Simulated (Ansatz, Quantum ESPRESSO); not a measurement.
# Pm2O3 (P-3m1): zone-centre phonons, part 2 of 4

Aim: the zone-centre modes of Pm2O3 (P-3m1).

Quantum ESPRESSO 7.5; DFT PBEsol, scalar-relativistic, plane waves, PseudoDojo norm-conserving, 4f in core pseudopotentials.

So far. Step 2 (A first look): A gap of 3.8 eV opens on this mesh, so the crystal is taken as an insulator; the start stands at -4.3 GPa. Step 4 (Ground state): The cell stands at -0.18 GPa, close enough for phonons. The relaxed cell has a = 3.774, c = 5.898 Å (conventional setting).

## (5) Linear response at Γ

At q = 0 one unit cell holds all displacements; symmetry groups them into irreducible representations that are solved one by one. The response to a field gives ε∞ and the Born charges, which polar modes need.

Input file ph.in:

```
phonons
&INPUTPH
  prefix = 'x'
  outdir = './tmp'
  fildyn = 'g.dyn'
  tr2_ph = 1.0d-18
  epsil  = .true.
/
0.000000000 0.000000000 0.000000000
```

On the command line:

```
> OMP_NUM_THREADS=1 mpirun -n 8 ph.x -nk 8 -in ph.in > ph.out
```

The log of the run:

```text
[banners, grids, parts of the stress and lines that vanish by symmetry left out]
[banner, memory and clock lines left out]
Program PHONON v.7.5

     ./tmp/x.save/

     IMPORTANT: XC functional enforced from input :
     Exchange-correlation= PBESOL
                           (   1   4  10   8   0   0   0)
     Any further DFT definition will be discarded
     Please, verify this is what you really want

     G-vector sticks info

     Check: negative core charge=   -0.000003
     Reading collected, re-writing distributed wavefunctions in ./tmp/

     Number and degeneracy of irreps per q-point
       N         xq(1)         xq(2)         xq(3)   N irreps
       1   0.000000000   0.000000000   0.000000000      10
        1   1   2   2   1   1   1   2   2   2

     Calculation of q =    0.0000000   0.0000000   0.0000000

     phonons

     bravais-lattice index     =            0
     lattice parameter (alat)  =       7.1321  a.u.
     unit-cell volume          =     491.0016 (a.u.)^3
     number of atoms/cell      =            5
     number of atomic types    =            2
     kinetic-energy cut-off    =      72.0000  Ry
     charge density cut-off    =     288.0000  Ry
     convergence threshold     =      1.0E-18
     beta                      =       0.7000
     number of iterations used =            4
     Exchange-correlation= PBESOL
                           (   1   4  10   8   0   0   0)

     celldm(1)=    7.13212  celldm(2)=    0.00000  celldm(3)=    0.00000
     celldm(4)=    0.00000  celldm(5)=    0.00000  celldm(6)=    0.00000

     crystal axes: (cart. coord. in units of alat)
               a(1) = (  1.0000  0.0000  0.0000 )
               a(2) = ( -0.5000  0.8660  0.0000 )
               a(3) = (  0.0000  0.0000  1.5628 )

     reciprocal axes: (cart. coord. in units 2 pi/alat)
               b(1) = (  1.0000  0.5774 -0.0000 )
               b(2) = (  0.0000  1.1547  0.0000 )
               b(3) = (  0.0000 -0.0000  0.6399 )

     Atoms inside the unit cell:

     Cartesian axes

     site n.  atom      mass           positions (alat units)
        1  Pm    144.9128   tau(    1) = (    0.50000    0.28868    0.39411  )
        2  Pm    144.9128   tau(    2) = (   -0.00000    0.57735    1.16867  )
        3  O      15.9990   tau(    3) = (   -0.00000    0.57735    0.22687  )
        4  O      15.9990   tau(    4) = (    0.00000    0.00000    0.78139  )
        5  O      15.9990   tau(    5) = (    0.50000    0.28868    1.33591  )

     Computing dynamical matrix for
                    q = (   0.0000000   0.0000000   0.0000000 )

     13 Sym.Ops. (with q -> -q+G )

     G cutoff =  371.0823  (  40519 G-vectors)     FFT grid: ( 40, 40, 64)
     number of k points=    24
                       cart. coord. in units 2pi/alat
        k(    1) = (   0.0000000   0.0000000   0.0000000), wk =   0.0138889
        k(    2) = (   0.0000000   0.0000000   0.1599720), wk =   0.0277778
        k(    3) = (   0.0000000   0.0000000  -0.3199439), wk =   0.0138889
        [... further k-points left out ...]

     PseudoPot. # 1 for Pm read from file:
     ./pseudo/Pm.upf
     Pseudo is Norm-conserving + core correction, Zval = 11.0

     PseudoPot. # 2 for O  read from file:
     ./pseudo/O.upf
     Pseudo is Norm-conserving + core correction, Zval =  6.0

     Mode symmetry, D_3d (-3m)  point group:

     Electric field:
     Dielectric constant
     Born effective charges as d Force / d E

     Atomic displacements:
     There are   10 irreducible representations

     Representation     1      1 modes -  To be done

     Representation     2      1 modes -  To be done

     Representation     3      2 modes -  To be done

     Representation     4      2 modes -  To be done

[...]
Representation     9      2 modes -  To be done

     Representation    10      2 modes -  To be done

     Alpha used in Ewald sum =   2.7000

     Electric Fields Calculation

      thresh= 1.000E-02 alpha_mix =  0.700 |ddv_scf|^2 =  7.927E-08

      [... iterations left out ...]
      thresh= 1.012E-10 alpha_mix =  0.700 |ddv_scf|^2 =  1.466E-20

     End of electric fields calculation

          Dielectric constant in cartesian axis

          (       4.824874147      -0.000000002       0.000000000 )
          (      -0.000000002       4.824874142      -0.000000000 )
          (       0.000000000      -0.000000000       4.694545532 )

          Effective charges (d Force / dE) in cartesian axis without acoustic sum rule applied (asr)

           atom    1  Pm    Mean Z*:        3.93726
      Ex  (        4.05390        0.00000       -0.00000 )
      Ey  (        0.00000        4.05390        0.00000 )
      Ez  (        0.00000        0.00000        3.70397 )
           atom    2  Pm    Mean Z*:        3.93726
      Ex  (        4.05390        0.00000       -0.00000 )
      Ey  (        0.00000        4.05390       -0.00000 )
      Ez  (        0.00000        0.00000        3.70397 )
           atom    3  O     Mean Z*:       -2.63778
      Ex  (       -2.72276        0.00000        0.00000 )
      Ey  (        0.00000       -2.72276       -0.00000 )
      Ez  (        0.00000        0.00000       -2.46782 )
           atom    4  O     Mean Z*:       -2.59905
      Ex  (       -2.66258        0.00000        0.00000 )
      Ey  (        0.00000       -2.66258        0.00000 )
      Ez  (        0.00000       -0.00000       -2.47199 )
           atom    5  O     Mean Z*:       -2.63778
      Ex  (       -2.72276        0.00000        0.00000 )
      Ey  (        0.00000       -2.72276        0.00000 )
      Ez  (        0.00000        0.00000       -2.46782 )

          Effective charges Sum: Mean:       -0.00010
             -0.00030        0.00000        0.00000
              0.00000       -0.00030        0.00000
             -0.00000       -0.00000        0.00030

          Effective charges (d Force / dE) in cartesian axis with asr applied:
           atom    1  Pm    Mean Z*:        3.93728
      E*x (        4.05396       -0.00000       -0.00000 )
      E*y (       -0.00000        4.05396        0.00000 )
      E*z (       -0.00000       -0.00000        3.70391 )
           atom    2  Pm    Mean Z*:        3.93728
      E*x (        4.05396       -0.00000       -0.00000 )
      E*y (       -0.00000        4.05396       -0.00000 )
      E*z (       -0.00000       -0.00000        3.70391 )
           atom    3  O     Mean Z*:       -2.63776
      E*x (       -2.72270        0.00000        0.00000 )
      E*y (        0.00000       -2.72270        0.00000 )
      E*z (        0.00000        0.00000       -2.46789 )
           atom    4  O     Mean Z*:       -2.59903
      E*x (       -2.66252        0.00000        0.00000 )
      E*y (        0.00000       -2.66252        0.00000 )
      E*z (       -0.00000       -0.00000       -2.47205 )
           atom    5  O     Mean Z*:       -2.63776
[...]
Representation #   1 mode #   1

     Self-consistent Calculation

      thresh= 1.000E-02 alpha_mix =  0.700 |ddv_scf|^2 =  4.490E-05

      [... iterations left out ...]
      thresh= 2.256E-10 alpha_mix =  0.700 |ddv_scf|^2 =  5.139E-19

     End of self-consistent calculation

     Convergence has been achieved

     Representation #   2 mode #   2

     Self-consistent Calculation

[...]
[... iterations left out ...]
[...]
End of self-consistent calculation

     Convergence has been achieved

     Representation #   3 modes #   3   4

     Self-consistent Calculation

[...]
[... iterations left out ...]
[...]
End of self-consistent calculation

     Convergence has been achieved

     Representation #   4 modes #   5   6

     Self-consistent Calculation

[...]
End of self-consistent calculation

     Convergence has been achieved

     Representation #   5 mode #   7

[...]
Convergence has been achieved

     Representation #   6 mode #   8

[...]
Convergence has been achieved

     Representation #   7 mode #   9

[...]
Convergence has been achieved

     Representation #   8 modes #  10  11

[...]
Convergence has been achieved

     Representation #   9 modes #  12  13

     Self-consistent Calculation

[...]
[... iterations left out ...]
[...]
End of self-consistent calculation

     Convergence has been achieved

     Representation #  10 modes #  14  15

     Self-consistent Calculation

      thresh= 1.000E-02 alpha_mix =  0.700 |ddv_scf|^2 =  3.356E-07

      [... iterations left out ...]
      thresh= 3.932E-10 alpha_mix =  0.700 |ddv_scf|^2 =  1.089E-19

     End of self-consistent calculation

     Convergence has been achieved

     Number of q in the star =    1
     List of q in the star:
          1   0.000000000   0.000000000   0.000000000

          Dielectric constant in cartesian axis

          (       4.824874147      -0.000000002       0.000000000 )
          (      -0.000000002       4.824874142      -0.000000000 )
          (       0.000000000      -0.000000000       4.694545532 )

          Effective charges (d Force / dE) in cartesian axis without acoustic sum rule applied (asr)

           atom    1  Pm    Mean Z*:        3.93726
      Ex  (        4.05390        0.00000       -0.00000 )
      Ey  (        0.00000        4.05390        0.00000 )
      Ez  (        0.00000        0.00000        3.70397 )
           atom    2  Pm    Mean Z*:        3.93726
      Ex  (        4.05390        0.00000       -0.00000 )
      Ey  (        0.00000        4.05390       -0.00000 )
      Ez  (        0.00000        0.00000        3.70397 )
           atom    3  O     Mean Z*:       -2.63778
      Ex  (       -2.72276        0.00000        0.00000 )
      Ey  (        0.00000       -2.72276       -0.00000 )
      Ez  (        0.00000        0.00000       -2.46782 )
           atom    4  O     Mean Z*:       -2.59905
      Ex  (       -2.66258        0.00000        0.00000 )
      Ey  (        0.00000       -2.66258        0.00000 )
      Ez  (        0.00000       -0.00000       -2.47199 )
           atom    5  O     Mean Z*:       -2.63778
      Ex  (       -2.72276        0.00000        0.00000 )
      Ey  (        0.00000       -2.72276        0.00000 )
      Ez  (        0.00000        0.00000       -2.46782 )

          Effective charges Sum: Mean:       -0.00010
             -0.00030        0.00000        0.00000
              0.00000       -0.00030        0.00000
             -0.00000       -0.00000        0.00030

          Effective charges (d Force / dE) in cartesian axis with asr applied:
           atom    1  Pm    Mean Z*:        3.93728
[...]
atom    2  Pm    Mean Z*:        3.93728
[...]
atom    3  O     Mean Z*:       -2.63776
[...]
atom    4  O     Mean Z*:       -2.59903
      E*x (       -2.66252        0.00000        0.00000 )
      E*y (        0.00000       -2.66252        0.00000 )
      E*z (       -0.00000       -0.00000       -2.47205 )
           atom    5  O     Mean Z*:       -2.63776
      E*x (       -2.72270        0.00000        0.00000 )
      E*y (        0.00000       -2.72270        0.00000 )
      E*z (        0.00000        0.00000       -2.46789 )

     Diagonalizing the dynamical matrix

     q = (    0.000000000   0.000000000   0.000000000 )

 **************************************************************************
     freq (    1) =      -0.436036 [THz] =     -14.544611 [cm-1]
     freq (    2) =      -0.436036 [THz] =     -14.544611 [cm-1]
     freq (    3) =      -0.391384 [THz] =     -13.055158 [cm-1]
     freq (    4) =       3.244107 [THz] =     108.211758 [cm-1]
     freq (    5) =       3.244107 [THz] =     108.211758 [cm-1]
     freq (    6) =       5.941673 [THz] =     198.192871 [cm-1]
     freq (    7) =       5.941673 [THz] =     198.192872 [cm-1]
     freq (    8) =       6.112349 [THz] =     203.886027 [cm-1]
     freq (    9) =       6.937494 [THz] =     231.409884 [cm-1]
     freq (   10) =      13.045333 [THz] =     435.145460 [cm-1]
     freq (   11) =      13.045333 [THz] =     435.145460 [cm-1]
     freq (   12) =      13.203317 [THz] =     440.415265 [cm-1]
     freq (   13) =      13.962940 [THz] =     465.753550 [cm-1]
     freq (   14) =      14.255406 [THz] =     475.509157 [cm-1]
     freq (   15) =      14.255406 [THz] =     475.509158 [cm-1]
 **************************************************************************

     Mode symmetry, D_3d (-3m)  point group:

     freq (   1-   2) =        -14.5  [cm-1]   --> E_u  L_3'       I
     freq (   3-   3) =        -13.1  [cm-1]   --> A_2u L_2'       I
     freq (   4-   5) =        108.2  [cm-1]   --> E_g  L_3        R
     freq (   6-   7) =        198.2  [cm-1]   --> E_u  L_3'       I
     freq (   8-   8) =        203.9  [cm-1]   --> A_1g L_1        R
     freq (   9-   9) =        231.4  [cm-1]   --> A_2u L_2'       I
     freq (  10-  11) =        435.1  [cm-1]   --> E_u  L_3'       I
     freq (  12-  12) =        440.4  [cm-1]   --> A_1g L_1        R
     freq (  13-  13) =        465.8  [cm-1]   --> A_2u L_2'       I
     freq (  14-  15) =        475.5  [cm-1]   --> E_g  L_3        R
```

Run time: 5.7 min. Hardware: 8 MPI ranks of Arm Neoverse V2, shared host.

Read from the output:

| Item | Value |
| --- | --- |
| miss of the charge sum rule | 3.10e-4 e |
| largest acoustic frequency at the zone centre before the sum rule | -14.54 cm⁻¹ |
| highest optical zone-centre mode (no LO-TO term) | 475.5 cm⁻¹ |
| lowest optical zone-centre mode | 108.2 cm⁻¹ |
| mean high-frequency dielectric constant | 4.781 |
| largest Born charge in size (third of the trace) | 3.937 e |

Born charge (rows field, columns displacement), before the sum rule (e), principal values of the symmetric part by kind of site:

| atom | atoms with these values | low | middle | high | mean |
| --- | --- | --- | --- | --- | --- |
| Pm1 | 2 | 3.70 | 4.05 | 4.05 | 3.94 |
| O3 | 2 | -2.72 | -2.72 | -2.47 | -2.64 |
| O4 | 1 | -2.66 | -2.66 | -2.47 | -2.60 |

In full for Pm1:

```
4.05 0.00 0.00
0.00 4.05 0.00
0.00 0.00 3.70
```

High-frequency dielectric tensor:

```
4.82 0.00 0.00
0.00 4.82 0.00
0.00 0.00 4.69
```

The acoustic modes at Γ come out as far as 14.5 cm⁻¹ from zero, where they should vanish, a sizeable error of basis and grid or of the response kernel of this functional; the Born charges miss their sum rule by 3.1e-4 e, which is good.

## (6) Modes with the sum rule

A rigid shift of the crystal must cost nothing, but grids and finite bases break this; the acoustic sum rule is imposed before the matrix is diagonalised again. With Born charges the intensities follow, and the static dielectric tensor.

Input file dynmat.in:

```
&INPUT
  fildyn = 'g.dyn'
  asr    = 'simple'
  fileig = 'dynmat.eig'
  lperm  = .true.
/
```

On the command line:

```
> dynmat.x -in dynmat.in > dynmat.out
```

The log of the run:

```text
[banner, memory and clock lines left out]
Program DYNMAT v.7.5

     Reading Dynamical Matrix from file g.dyn
     ...Force constants read
     ...epsilon and Z* read
     A direction for q was not specified:TO-LO splitting will be absent

     Polarizability (A^3 units)
     multiply by 0.442384 for Clausius-Mossotti correction
        22.145914   -0.000000    0.000000
        -0.000000   22.145914   -0.000000
         0.000000   -0.000000   21.391315

     IR activities are in (D/A)^2/amu units

# mode   [cm-1]    [THz]      IR
    1     -0.00   -0.0000    0.0000
    2     -0.00   -0.0000    0.0000
    3      0.00    0.0000    0.0000
    4    108.24    3.2449    0.0000
    5    108.24    3.2449    0.0000
    6    203.90    6.1127    0.0000
    7    206.27    6.1837   21.3724
    8    206.27    6.1837   21.3724
    9    235.07    7.0472   28.2745
   10    435.68   13.0613   15.4631
   11    435.68   13.0613   15.4631
   12    440.74   13.2130    0.0000
   13    467.17   14.0053    2.4714
   14    475.71   14.2614    0.0000
   15    475.71   14.2614    0.0000

Electronic dielectric permittivity tensor (relative, adimensional)
         4.824874   -0.000000    0.000000
        -0.000000    4.824874   -0.000000
         0.000000   -0.000000    4.694546

 ... with zone-center polar mode contributions
        21.938008   -0.000000    0.000000
        -0.000000   21.938008    0.000000
         0.000000    0.000000   20.025754

[end of the log left out, with the tail of the file of modes that dynmat.x writes under the same name]
```

Run time: 0.47 s. Hardware: 1 thread.

Numbers from this step:

- highest optical zone-centre mode (no LO-TO term): 475.7 cm⁻¹
- mean static dielectric constant: 21.30

Unit eigenvectors of the mass-weighted matrix after the sum rule; no LO-TO term. The modes at Γ (shares of kinetic energy by element, %):

| mode | frequency (cm⁻¹) | Pm % | O % |
| --- | --- | --- | --- |
| 1 | 0.0 | 86 | 14 |
| 2 | 0.0 | 86 | 14 |
| 3 | 0.0 | 86 | 14 |
| 4 | 108.2 | 97 | 3 |
| 5 | 108.2 | 97 | 3 |
| 6 | 203.9 | 98 | 2 |
| 7 | 206.3 | 8 | 92 |
| 8 | 206.3 | 8 | 92 |
| 9 | 235.1 | 13 | 87 |
| 10 | 435.7 | 6 | 94 |
| 11 | 435.7 | 6 | 94 |
| 12 | 440.7 | 2 | 98 |
| 13 | 467.2 | 1 | 99 |
| 14 | 475.7 | 3 | 97 |
| 15 | 475.7 | 3 | 97 |

Displacements in mode 4 (108.2 cm⁻¹), the largest set to 1:
```
Pm1  0.06  1.00  0.00
Pm2 -0.06 -1.00  0.00
O3   0.03  0.52  0.00
O4   0.00  0.00  0.00
O5  -0.03 -0.52  0.00
```

Displacements in mode 6 (203.9 cm⁻¹), the largest set to 1:
```
Pm1  0.00  0.00  1.00
Pm2  0.00  0.00 -1.00
O3   0.00  0.00  0.42
O4   0.00  0.00  0.00
O5   0.00  0.00 -0.42
```

Degenerate modes summed, no LO-TO term. Infrared lines, with heights relative to the strongest:

| position (cm⁻¹) | lines merged | IR intensity, relative |
| --- | --- | --- |
| 108 | 2 | 0.0 |
| 204 | 1 | 0.0 |
| 206 | 2 | 100 |
| 235 | 1 | 66 |
| 436 | 2 | 72 |
| 441 | 1 | 0.0 |
| 467 | 1 | 5.8 |
| 476 | 2 | 0.0 |

Static dielectric tensor (ions relaxed, fixed cell):

```
21.94  0.00  0.00
 0.00 21.94  0.00
 0.00  0.00 20.03
```

The rule also moves an optical mode by 8.1 cm⁻¹.

## (7) Sum rules set otherwise (asr no)

Without the rule the raw error of the acoustic modes shows.

Input file dynmat.in:

```
&INPUT
  fildyn = 'g.dyn'
  asr    = 'no'
  fileig = 'dynmat.eig'
  lperm  = .true.
/
```

On the command line:

```
> dynmat.x -in dynmat.in > dynmat.out
```

The log of the run:

```text
[banner, memory and clock lines left out]
Program DYNMAT v.7.5

     Reading Dynamical Matrix from file g.dyn
     ...Force constants read
     ...epsilon and Z* read
     A direction for q was not specified:TO-LO splitting will be absent

     Polarizability (A^3 units)
     multiply by 0.442384 for Clausius-Mossotti correction
        22.145914   -0.000000    0.000000
        -0.000000   22.145914   -0.000000
         0.000000   -0.000000   21.391315

     IR activities are in (D/A)^2/amu units

# mode   [cm-1]    [THz]      IR
    1    -14.54   -0.4360    0.0075
    2    -14.54   -0.4360    0.0075
    3    -13.06   -0.3914    0.0024
    4    108.21    3.2441    0.0000
    5    108.21    3.2441    0.0000
    6    198.19    5.9417   21.1337
    7    198.19    5.9417   21.1337
    8    203.89    6.1123    0.0000
    9    231.41    6.9375   28.1428
   10    435.15   13.0453   15.6956
   11    435.15   13.0453   15.6956
   12    440.42   13.2033    0.0000
   13    465.75   13.9629    2.5996
   14    475.51   14.2554    0.0000
   15    475.51   14.2554    0.0000

Electronic dielectric permittivity tensor (relative, adimensional)
         4.824874   -0.000000    0.000000
        -0.000000    4.824874   -0.000000
         0.000000   -0.000000    4.694546

 ... with zone-center polar mode contributions
        23.025946   -0.000000    0.000000
        -0.000000   23.025946   -0.000000
         0.000000   -0.000000   20.451115

[end of the log left out, with the tail of the file of modes that dynmat.x writes under the same name]
```

Elapsed: 0.47 s, on 1 thread.

This step gave:

- highest optical zone-centre mode (no LO-TO term): 475.5 cm⁻¹
- mean static dielectric constant: 22.17

Zone-centre frequencies as printed; negative means imaginary. Modes:

| mode | frequency (cm⁻¹) |
| --- | --- |
| 1 | -14.54 |
| 2 | -14.54 |
| 3 | -13.06 |
| 4 | 108.2 |
| 5 | 108.2 |
| 6 | 198.2 |
| 7 | 198.2 |
| 8 | 203.9 |
| 9 | 231.4 |
| 10 | 435.1 |
| 11 | 435.1 |
| 12 | 440.4 |
| 13 | 465.8 |
| 14 | 475.5 |
| 15 | 475.5 |

Against the first rule no mode moves by more than 14.6 cm⁻¹.

[end of part 2 of 4]

[Host names and launcher messages were left out of these logs when they were recorded.]

[Logs are printed without paths, hosts, clocks, repeated set-up lines and the standing remarks that a program may print on its own settings, such as how far it seeks lower states.]

[Hosts, paths, dates, database ids (printed as entryN), source tags and the programs' standing remarks are cut or masked in the printed files.]
